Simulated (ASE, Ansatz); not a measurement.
# Localised basis functions on AlAs/InAs superlattice along [001] (512 atoms), part 2 of 2

Aim: test how closely localised support functions follow the reference on AlAs/InAs superlattice along [001] (512 atoms), and at what cost. A setting counts as converged where the r.m.s. difference of forces stays under 1 % of the r.m.s. force.

Ansatz 0.2.0; Kohn-Sham DFT, PBE, PAW (set soft_2), plane waves.

The cell: 160 Al, 256 As and 96 In. The host structure and its lattice constant were typed by rule, without a check against the phase diagram. Only the Γ point is sampled, in a cell whose shortest periodic width is 17 Å.

So far. Step 4 (Support functions medium): Forces differ from the reference by 0.21 meV/Å r.m.s., 0.067 % of their size, well within a tolerance of 1 %; the energy by -0.91 meV/atom. Step 5 (Support functions high): Forces differ from the reference by 0.088 meV/Å r.m.s., 0.028 % of their size, well within a tolerance of 1 %; the energy by -0.90 meV/atom.

### 6. Support functions medium, spacing 0.411 Å (grid laid 0.377 Å)

The grid spacing sets how fine a wave the support functions can hold. The typed value is an upper bound: the grid laid has 48×48×120 points, 0.377 Å apart at most.

This step: Kohn-Sham DFT, PBE, PAW (set soft_2), localised support functions (medium) (Ansatz 0.2.0).

The input, input.yaml:

```yaml
crystal:
  lattice:
    - [17.13461, 0.0, 0.0]
    - [0.0, 17.13461, 0.0]
    - [0.0, 0.0, 45.18056]
  atoms:
    [... the 512 atom lines of step 2 ...]
kpoints:
  mp_grid: { grid: [1, 1, 1] }
hamiltonian:
  xc: pbe
scf:
  occupations: { method: fermi_dirac, width: 0.05 }
  eigensolver: { kind: { support_functions: { accuracy: medium, spacing: 0.411 } } }
  mixing: { beta: 0.2 }
  max_iter: 150
output:
  forces: true
  eigenvalues: true
```

Run with:

```
$ ansatz run input.yaml --threads 32 --pin off --max-ram 143360MiB --backend cuda --events-out ev --progress --plain --runs-dir out
```

Numbers of over 12 decimals in the logs are rounded to 6 here.

The program printed:

```text
[...]
GPU FFT provider: cuFFT
GPU libraries: cuBLAS 13.8.1, cuFFT 12.4.0, cuSOLVER 12.3.2
[...]
Crystal: 512 atoms, lattice volume = 13264.780 Å³
Basis set: ecut = 420 eV, 259215 PW (Γ), exchange–correlation on 240×240×640 points (8 copies of the dense FFT grid, shifted against one another)
Bands: 3341, of which v1, the nominal top of the filled ones, is band 2784 counted from 1 (2783 counted from 0)
Symmetry: 1 space group operations
k-points: 1
[...]
GPU buffer pool allocated for 4608000 grid points (all kernels)
[...]
SCF iter   1: F=—  HF=-1866222.726908 eV  |F-HF|=—  |Δ(HF+E_count)|=         —  Δρ=2.69e-2  dr2=7.68e1  ethr=1.00e-1
[...]
SCF iter  16: F=-1866462.304797 eV  HF=-1866462.304797 eV  |F-HF|=1.16e-7  |Δ(HF+E_count)|=   9.59e-7  Δρ=4.59e-6  dr2=1.99e-6  ethr=1.56e-10
SCF 1 converged in 16 iterations: F = -1866462.496316 eV  dr2 = 1.99e-6
[...]
SCF converged after 16 iterations
[...]
Free energy (F): -1866462.496316 eV
[...]
Internal energy: -1866462.433455 eV  (E = F + TS)
E sigma→0 (E₀):  -1866462.464885 eV
Entropy (-TS):   -0.062861 eV (-0.123 meV/atom)
Fermi energy:    6.825893 eV
[...]
--- Forces (eV/Å), atoms counted from 1 ---
[... 512 lines of forces left out ...]
  max |Σ_I F_I| component: 4.03e1 eV/Å
--- Band table (eV) ---
[... left out ...]
```

Run time: 14 s. Hardware: 1 × NVIDIA GB200 with 32 threads of Arm Neoverse V2, shared host; peak memory 2.8 GiB.

That memory is the host's; the program planned up to 12 GiB on the GPU.

The program notes that the forces don't sum to zero within tolerance and the grid leaves an egg-box force.

Forces differ from the reference by 104 meV/Å r.m.s., 33 % of their size, far over a tolerance of 1 %; the energy by +534 meV/atom and the level spacing by -0.044 eV. The setting is coarser than the default on purpose.

### 7. Support functions medium, spacing 0.343 Å (grid laid 0.317 Å)

The grid spacing sets how fine a wave the support functions can hold. The typed value is an upper bound: the grid laid has 54×54×144 points, 0.317 Å apart at most.

input.yaml, the sections that differ from step 6:

```yaml
scf:
  occupations: { method: fermi_dirac, width: 0.05 }
  eigensolver: { kind: { support_functions: { accuracy: medium, spacing: 0.343 } } }
  mixing: { beta: 0.2 }
  max_iter: 150
# crystal, kpoints, hamiltonian, output: as in step 6
```

The program printed:

```text
[...]
GPU FFT provider: cuFFT
GPU libraries: cuBLAS 13.8.1, cuFFT 12.4.0, cuSOLVER 12.3.2
[...]
Crystal: 512 atoms, lattice volume = 13264.780 Å³
Basis set: ecut = 420 eV, 259215 PW (Γ), exchange–correlation on 240×240×640 points (8 copies of the dense FFT grid, shifted against one another)
Bands: 3341, of which v1, the nominal top of the filled ones, is band 2784 counted from 1 (2783 counted from 0)
Symmetry: 1 space group operations
k-points: 1
[...]
GPU buffer pool allocated for 4608000 grid points (all kernels)
[...]
SCF iter   1: F=—  HF=-1866494.131812 eV  |F-HF|=—  |Δ(HF+E_count)|=         —  Δρ=3.07e-2  dr2=9.21e1  ethr=1.00e-1
[...]
SCF iter  15: F=-1866735.746712 eV  HF=-1866735.746709 eV  |F-HF|=2.81e-6  |Δ(HF+E_count)|=   8.32e-3  Δρ=4.91e-6  dr2=5.68e-6  ethr=2.61e-10
SCF 1 converged in 15 iterations: F = -1866735.943156 eV  dr2 = 5.68e-6
[...]
SCF converged after 15 iterations
[...]
Free energy (F): -1866735.943156 eV
[...]
Internal energy: -1866735.897598 eV  (E = F + TS)
E sigma→0 (E₀):  -1866735.920377 eV
Entropy (-TS):   -0.045558 eV (-0.089 meV/atom)
Fermi energy:    6.879225 eV
[...]
--- Forces (eV/Å), atoms counted from 1 ---
[... 512 lines of forces left out ...]
  max |Σ_I F_I| component: 1.37e-1 eV/Å
--- Band table (eV) ---
[... left out ...]
```

The job ended after 13 s (1 × NVIDIA GB200 with 32 threads; peak memory 2.8 GiB).

That memory is the host's; the program planned up to 12 GiB on the GPU.

Forces differ from the reference by 6.3 meV/Å r.m.s., 2.0 % of their size, over a tolerance of 1 %; the energy by -0.50 meV/atom. The setting is coarser than the default on purpose.

### 8. Support functions medium, spacing 0.297 Å (grid laid 0.286 Å)

The grid spacing sets how fine a wave the support functions can hold. The typed value is an upper bound: the grid laid has 60×60×162 points, 0.286 Å apart at most.

input.yaml, the sections that differ from step 7:

```yaml
scf:
  occupations: { method: fermi_dirac, width: 0.05 }
  eigensolver: { kind: { support_functions: { accuracy: medium, spacing: 0.297 } } }
  mixing: { beta: 0.2 }
  max_iter: 150
# crystal, kpoints, hamiltonian, output: as in step 7
```

The program printed:

```text
[...]
GPU FFT provider: cuFFT
GPU libraries: cuBLAS 13.8.1, cuFFT 12.4.0, cuSOLVER 12.3.2
[...]
Crystal: 512 atoms, lattice volume = 13264.780 Å³
Basis set: ecut = 420 eV, 259215 PW (Γ), exchange–correlation on 240×240×640 points (8 copies of the dense FFT grid, shifted against one another)
Bands: 3341, of which v1, the nominal top of the filled ones, is band 2784 counted from 1 (2783 counted from 0)
Symmetry: 1 space group operations
k-points: 1
[...]
GPU buffer pool allocated for 4608000 grid points (all kernels)
[...]
SCF iter   1: F=—  HF=-1866504.382977 eV  |F-HF|=—  |Δ(HF+E_count)|=         —  Δρ=3.08e-2  dr2=9.34e1  ethr=1.00e-1
[...]
SCF iter  16: F=-1866737.504939 eV  HF=-1866737.504939 eV  |F-HF|=2.46e-7  |Δ(HF+E_count)|=   7.55e-3  Δρ=4.60e-6  dr2=3.09e-6  ethr=1.35e-10
SCF 1 converged in 16 iterations: F = -1866737.696104 eV  dr2 = 3.09e-6
[...]
SCF converged after 16 iterations
[...]
Free energy (F): -1866737.696104 eV
[...]
Internal energy: -1866737.650875 eV  (E = F + TS)
E sigma→0 (E₀):  -1866737.673490 eV
Entropy (-TS):   -0.045229 eV (-0.088 meV/atom)
Fermi energy:    6.879822 eV
[...]
--- Forces (eV/Å), atoms counted from 1 ---
[... 512 lines of forces left out ...]
  max |Σ_I F_I| component: 2.46e-2 eV/Å
--- Band table (eV) ---
[... left out ...]
```

Elapsed: 14 s, on 1 × NVIDIA GB200 with 32 threads; peak memory 2.9 GiB; 35 s of CPU time.

That memory is the host's; the program planned up to 12.4 GiB on the GPU.

Forces differ from the reference by 3.5 meV/Å r.m.s., 1.1 % of their size, over a tolerance of 1 %; the energy by -3.9 meV/atom. The setting is coarser than the default on purpose.

### 9. Support functions medium, spacing 0.263 Å (grid laid 0.251 Å)

The grid spacing sets how fine a wave the support functions can hold. The typed value is an upper bound: the grid laid has 72×72×180 points, 0.251 Å apart at most.

input.yaml, the sections that differ from step 8:

```yaml
scf:
  occupations: { method: fermi_dirac, width: 0.05 }
  eigensolver: { kind: { support_functions: { accuracy: medium, spacing: 0.263 } } }
  mixing: { beta: 0.2 }
  max_iter: 150
# crystal, kpoints, hamiltonian, output: as in step 8
```

The program printed:

```text
[...]
GPU FFT provider: cuFFT
GPU libraries: cuBLAS 13.8.1, cuFFT 12.4.0, cuSOLVER 12.3.2
[...]
Crystal: 512 atoms, lattice volume = 13264.780 Å³
Basis set: ecut = 420 eV, 259215 PW (Γ), exchange–correlation on 240×240×640 points (8 copies of the dense FFT grid, shifted against one another)
Bands: 3341, of which v1, the nominal top of the filled ones, is band 2784 counted from 1 (2783 counted from 0)
Symmetry: 1 space group operations
k-points: 1
[...]
GPU buffer pool allocated for 4608000 grid points (all kernels)
[...]
SCF iter   1: F=—  HF=-1866509.549121 eV  |F-HF|=—  |Δ(HF+E_count)|=         —  Δρ=3.06e-2  dr2=9.31e1  ethr=1.00e-1
[...]
SCF iter  15: F=—  HF=-1866736.204920 eV  |F-HF|=—  |Δ(HF+E_count)|=   6.59e-6  Δρ=5.99e-6  dr2=5.07e-6  ethr=3.20e-10
SCF iter  16: F=-1866736.204909 eV  HF=-1866736.204912 eV  |F-HF|=2.69e-6  |Δ(HF+E_count)|=   8.50e-6  Δρ=3.95e-6  dr2=2.15e-6  ethr=9.10e-11
SCF 1 converged in 16 iterations: F = -1866736.399137 eV  dr2 = 2.15e-6
[...]
SCF converged after 16 iterations
[...]
Free energy (F): -1866736.399137 eV
[...]
Internal energy: -1866736.353861 eV  (E = F + TS)
E sigma→0 (E₀):  -1866736.376499 eV
Entropy (-TS):   -0.045276 eV (-0.088 meV/atom)
Fermi energy:    6.879437 eV
[...]
Σ components = -1866736.399137   (vs F -1866736.399137, Δ=0.00e0)
--- Forces (eV/Å), atoms counted from 1 ---
[... 512 lines of forces left out ...]
  max |Σ_I F_I| component: 2.18e-1 eV/Å
--- Band table (eV) ---
[... left out ...]
```

Wall time 14 s (1 × NVIDIA GB200 with 32 threads); peak memory 2.9 GiB.

That memory is the host's; the program planned up to 14.2 GiB on the GPU.

Keys that differ from the reference: support_functions.accuracy = "medium", support_functions.spacing = 0.263, scf.max_iter = 150 and scf.mixing.beta = 0.2.

Forces differ from the reference by 0.67 meV/Å r.m.s., 0.21 % of their size, well within a tolerance of 1 %; the energy by -1.4 meV/atom.

### 10. All settings compared

Each row is set against the plane-wave reference (Kohn-Sham DFT, PBE, PAW (set soft_2), plane waves; r.m.s. force component 0.316 eV/Å). Energies are set beside the reference only for runs with its functional, potentials and electron count. Times are for 1 × NVIDIA GB200 with 32 threads of Arm Neoverse V2, shared host. The reference's time includes the DOS, the stress and grids, which some other runs skip.

```tsv
run	Δ force, r.m.s. (meV/Å)	share of r.m.s. force (%)	Δ energy (meV/atom)	Δ gap (eV)	cycles	time	host memory (GiB)	planned on the GPU (GiB)
reference	-	-	-	-	12	28 s	9.7	86
support functions low	0.222	0.0704	-0.911	-1.0e-4	13	15 s	2.9	18
support functions medium	0.213	0.0673	-0.911	-1.0e-4	16	16 s	3.0	18
support functions high	0.088	0.0277	-0.903	0	19	28 s	3.2	29
support functions medium, spacing 0.411 Å (grid laid 0.377 Å)	104	32.9	534	-0.044	16	14 s	2.8	12
support functions medium, spacing 0.343 Å (grid laid 0.317 Å)	6.30	1.99	-0.504	-0.001	15	13 s	2.8	12
support functions medium, spacing 0.297 Å (grid laid 0.286 Å)	3.52	1.11	-3.93	0	16	14 s	2.9	12
support functions medium, spacing 0.263 Å (grid laid 0.251 Å)	0.668	0.211	-1.40	-1.0e-4	16	14 s	2.9	14
```

### 11. The reference in detail

With the settings judged, the reference run is read for its physics.

Length of the force by element:

```tsv
element	coordination	atoms	mean length of the force (eV/Å)	spread	least	most
Al	all	160	0.371	0.220	0.0394	1.14
As	all	256	0.485	0.365	0.0314	1.78
In	all	96	0.468	0.294	0.0835	1.37
```

Intrinsic-atomic-orbital charges by element:

```tsv
element	coordination	atoms	mean charge (e)	spread	least	most
Al	all	160	0.358	0.0053	0.34	0.370
As	all	256	-0.326	0.0378	-0.363	-0.271
In	all	96	0.273	0.0024	0.266	0.277
```

Charge against the make-up of the first shell:

```tsv
In neighbours of As	atoms	mean charge (e)
0	144	-0.358
2	32	-0.311
4	80	-0.275
```

By region:

```tsv
region	atoms	mean length of the force (eV/Å)	net charge (e)
AlAs	320	0.409	0.72
InAs	192	0.509	-0.72
```

States in the cell by windows of 1 eV, zero at the Fermi level; some projections on atomic orbitals stand beside the total:

```tsv
from (eV)	to (eV)	total	As p	Al p	Al s	In p	In s	As s
-18	-16	0.0	0.0	0.0	0.0	0.0	0.0	0.0
-16	-15	0.1	0.0	0.0	0.0	0.0	0.0	0.0
-15	-14	960.1	4.8	0.2	0.0	1.4	0.3	9.2
-14	-13	0.0	0.0	0.0	0.0	0.0	0.0	0.0
-13	-12	5.4	0.0	0.2	1.5	0.0	0.3	3.3
-12	-11	154.9	3.3	21.2	18.2	6.1	8.5	95.9
-11	-10	327.8	4.0	43.6	10.1	26.9	10.8	224.1
-10	-9	23.7	0.0	0.4	0.1	5.1	0.1	16.6
-9	-7	0.0	0.0	0.0	0.0	0.0	0.0	0.0
-7	-6	16.7	8.8	0.5	4.1	0.4	2.6	0.2
-6	-5	342.4	170.0	17.2	78.6	8.0	54.3	12.0
-5	-4	90.9	46.7	5.2	16.1	2.3	9.8	9.9
-4	-3	260.6	153.7	60.4	11.3	16.6	8.0	8.5
-3	-2	394.7	258.3	71.6	6.5	45.8	4.8	4.3
-2	-1	375.4	277.7	46.1	3.0	39.4	2.2	2.5
-1	0	55.3	45.2	1.9	0.2	6.6	0.1	0.1
0	1	25.2	3.0	7.7	6.1	1.1	1.8	4.0
1	2	215.9	36.5	62.6	38.1	18.5	15.3	28.2
2	3	294.0	67.8	57.0	30.7	45.6	30.4	28.2
```

The curve was stored every 0.100 eV, coarse against its broadening of 0.08 eV, so these counts are rough.

The stored curve holds about 3008 of the 5568 electrons; the rest, give or take the few that broadening carries across the Fermi level, lie in deeper levels below its range.

Not all projections were asked for or kept, so they needn't add up to the total.

The levels nearest the highest filled one (over half full), pooled over k-points and spins:

```tsv
level less the highest filled one (eV)	occupation
-0.205	2.00
-0.202	2.00
-0.194	2.00
-0.0951	1.99
-0.0082	1.96
0	1.95
0.332	0.101
0.724	0
0.783	0
0.901	0
1.01	0
1.04	0
```

Planar average of the electrostatic potential energy along the normal, with the Fermi level as zero, after a running mean with a triangular window 4 Å wide at its base:

```tsv
height (Å)	potential energy (eV)
0.0	-1.15
1.3	-1.42
2.5	-1.53
3.8	-1.51
5.1	-1.56
6.5	-1.53
7.8	-1.55
9.0	-1.53
10.3	-1.60
11.6	-1.61
12.8	-1.58
14.1	-1.56
15.4	-1.56
16.7	-1.57
18.1	-1.57
19.3	-1.57
20.6	-1.53
21.9	-1.54
23.2	-1.50
24.4	-1.61
25.7	-2.32
27.0	-2.99
28.4	-2.09
29.6	-2.49
30.9	-2.18
32.2	-2.20
33.5	-2.45
34.7	-1.96
36.0	-2.53
37.3	-2.05
38.5	-2.38
40.0	-2.21
41.2	-2.15
42.5	-2.42
43.8	-1.24
45.0	-1.10
```

Mean intrinsic-atomic-orbital charges: Al +0.36, As -0.33, In +0.27 e. Charges this small depend on the projection, at times even in sign. The charge on As changes by +0.021 e for each In neighbour that takes the place of another kind, on average. By these charges the region 'AlAs' has given 0.72 e to 'InAs'; where the regions aren't neutral units, this includes their ionic charge.

### 12. Local order

Bonds and neighbours are counted at the geometry of the runs.

Density 4.32 g/cm³, 25.91 Å³ an atom.

g(r), total and by pair (bins of 0.2 Å):

```tsv
r (Å)	total	As-As	As-Al	As-In	Al-Al	Al-In	In-In
2.40	0.54	0.00	1.67	0.07	0.00	0.00	0.00
2.60	5.72	0.00	11.14	11.91	0.00	0.00	0.00
2.80	0.01	0.00	0.00	0.06	0.00	0.00	0.00
3.00	0.00	0.00	0.00	0.00	0.00	0.00	0.00
3.20	0.00	0.00	0.00	0.00	0.00	0.00	0.00
3.40	0.00	0.00	0.00	0.00	0.00	0.00	0.00
3.60	0.00	0.00	0.00	0.00	0.00	0.00	0.00
3.80	0.00	0.00	0.00	0.00	0.00	0.00	0.00
4.00	2.78	5.28	0.00	0.00	13.39	1.30	0.00
4.20	3.20	6.77	0.00	0.00	6.14	0.89	23.05
4.40	1.08	2.07	0.00	0.00	2.12	0.35	8.95
4.60	1.12	0.00	3.39	0.33	0.00	0.00	0.00
4.80	0.21	0.00	0.34	0.54	0.00	0.00	0.00
5.00	3.81	0.00	6.80	9.01	0.00	0.00	0.00
5.20	0.01	0.00	0.00	0.04	0.00	0.00	0.00
5.40	0.38	0.71	0.00	0.00	1.81	0.19	0.00
5.60	0.04	0.16	0.00	0.00	0.00	0.03	0.00
5.80	0.06	0.08	0.00	0.00	0.00	0.30	0.00
6.00	1.21	2.43	0.00	0.00	3.35	0.14	7.23
6.20	1.08	0.17	2.97	0.29	0.24	0.01	0.73
6.40	0.42	0.00	1.01	0.54	0.00	0.00	0.00
6.60	1.57	0.00	2.08	4.91	0.00	0.00	0.00
6.80	0.55	1.02	0.00	0.00	2.60	0.28	0.00
7.00	0.79	1.12	0.90	0.10	1.84	0.23	0.00
7.20	1.48	2.49	0.49	0.04	5.60	1.35	0.00
7.40	2.40	4.77	0.01	0.25	3.34	1.50	18.62
7.60	0.49	0.00	1.45	0.20	0.00	0.00	0.02
7.80	1.65	0.00	2.77	4.19	0.00	0.00	0.00
```

Bonds by pair of elements; cutoffs follow the first minimum of g(r), held within bounds set by covalent radii, and pairs that aren't listed don't count as bonded:

```tsv
pair A-B	cutoff (Å)	bonds	mean length (Å)	spread (Å)	shortest (Å)	B about A	A about B
As-Al	3.02	640	2.54	0.035	2.44	2.5	4
As-In	3.08	384	2.62	0.039	2.48	1.5	4
```

How many atoms have how many bonded neighbours:

```tsv
element	mean	4
Al	4	160
As	4	256
In	4	96
```

Rings of the network by King's shortest-path rule, up to 12 atoms, one path for each pair of neighbours; H, halogens, alkali and alkaline-earth atoms are left out, and the last column divides by all other atoms, bonded or not:

```tsv
ring size (atoms)	rings	per network atom
6	1015	1.98
```

For some of the pairs, g(r) has its first main peak near 4.26 Å (As-As), 2.54 Å (As-Al), 2.61 Å (As-In), 4.07 Å (Al-Al), 4.08 Å (Al-In) and 4.28 Å (In-In). By these cutoffs all Al atoms have 4, all As atoms have 4 and all In atoms have 4 bonded neighbours. All rings counted have 6 atoms.

The surroundings of As290, which bears the longest force, nearest first, numbered as they follow in the input and with coordinates relative to it.

```tsv
atom	x	y	z	distance (Å)	bonds	intrinsic-atomic-orbital charge (e)	Fx	Fy	Fz (eV/Å)
As290	0.00	0.00	0.00	0.00	4	-0.31	-0.09	-0.26	-1.76
In347	-0.04	2.09	1.36	2.50	4	0.28	0.40	0.42	0.87
In299	-0.04	-2.13	1.33	2.51	4	0.27	0.21	-0.33	0.83
Al291	2.15	-0.04	-1.37	2.54	4	0.36	-0.12	0.05	-0.01
Al289	-2.17	-0.07	-1.36	2.56	4	0.36	0.14	0.53	0.00
As284	2.12	2.11	-2.71	4.03	4	-0.36	-0.06	0.11	-0.02
As236	2.09	-2.19	-2.70	4.05	4	-0.36	0.35	0.22	-0.08
As234	-2.15	-2.14	-2.71	4.07	4	-0.36	-0.21	-0.27	-0.14
As282	-2.16	2.12	-2.74	4.08	4	-0.36	-0.16	-0.12	0.18
As346	-2.14	2.09	2.84	4.13	4	-0.28	-0.29	0.40	0.23
As348	2.15	2.08	2.85	4.13	4	-0.28	-0.41	0.50	0.07
As300	2.11	-2.12	2.86	4.14	4	-0.28	0.04	-0.38	-0.24
As298	-2.14	-2.17	2.84	4.17	4	-0.28	-0.48	0.06	0.16
As338	-0.02	4.22	-0.06	4.22	4	-0.32	-0.17	0.24	-0.76
As292	4.27	-0.01	0.00	4.27	4	-0.31	0.06	-0.28	-1.47
As242	-0.01	-4.31	-0.01	4.31	4	-0.31	-0.30	0.32	-1.40
As296	-4.31	-0.01	-0.02	4.31	4	-0.32	0.06	-0.14	-1.17
```

The column of bonds counts only the pairs As-Al within 3.02 Å, As-In within 3.08 Å; other neighbours, such as metal atoms beside each other in a compound, aren't counted, and periodic images can show an atom twice.

### 13. Results

```json
{"free energy per atom": "-3645.9681 eV/atom", "density": "4.321 g/cm³", "pressure": "-0.4372 GPa", "r.m.s. force component": "0.3161 eV/Å", "spacing of highest filled and lowest empty level": "0.3318 eV", "wall time of the 8 DFT runs": "2.4 min"}
```

In words: Against plane waves at 420 eV, the forces differ by 0.21 meV/Å (0.067 %) with support functions medium, and by 0.088 meV/Å in the closest run (support functions high). Differences between support functions and plane waves include what basis error the plane-wave run still has. As the typed spacing goes from 0.263 to 0.411 Å, the force difference goes from 0.67 to 104 meV/Å, while the time lies between 13 s and 14 s.

Between filled and empty levels lie 0.332 eV at Γ alone; the mesh holds the band edges only if they fold onto it, so the gap at this level can be narrower or closed, while semilocal functionals tend to narrow gaps against experiment. 3 levels are partly filled, by over 2 %, under the smearing. Counting bonds as in the table, all Al atoms have 4, all As atoms have 4 and all In atoms have 4 bonded neighbours.

Caveats: The geometry was built by rule, was displaced at random and isn't relaxed at this level: its force components are 0.32 eV/Å r.m.s.

[Logs are printed without paths, hosts, clocks, repeated set-up lines and the standing remarks that a program may print on its own settings, such as how far it seeks lower states.]

[Hosts, paths, dates, database ids (printed as entryN), source tags and the programs' standing remarks are cut or masked in the printed files.]
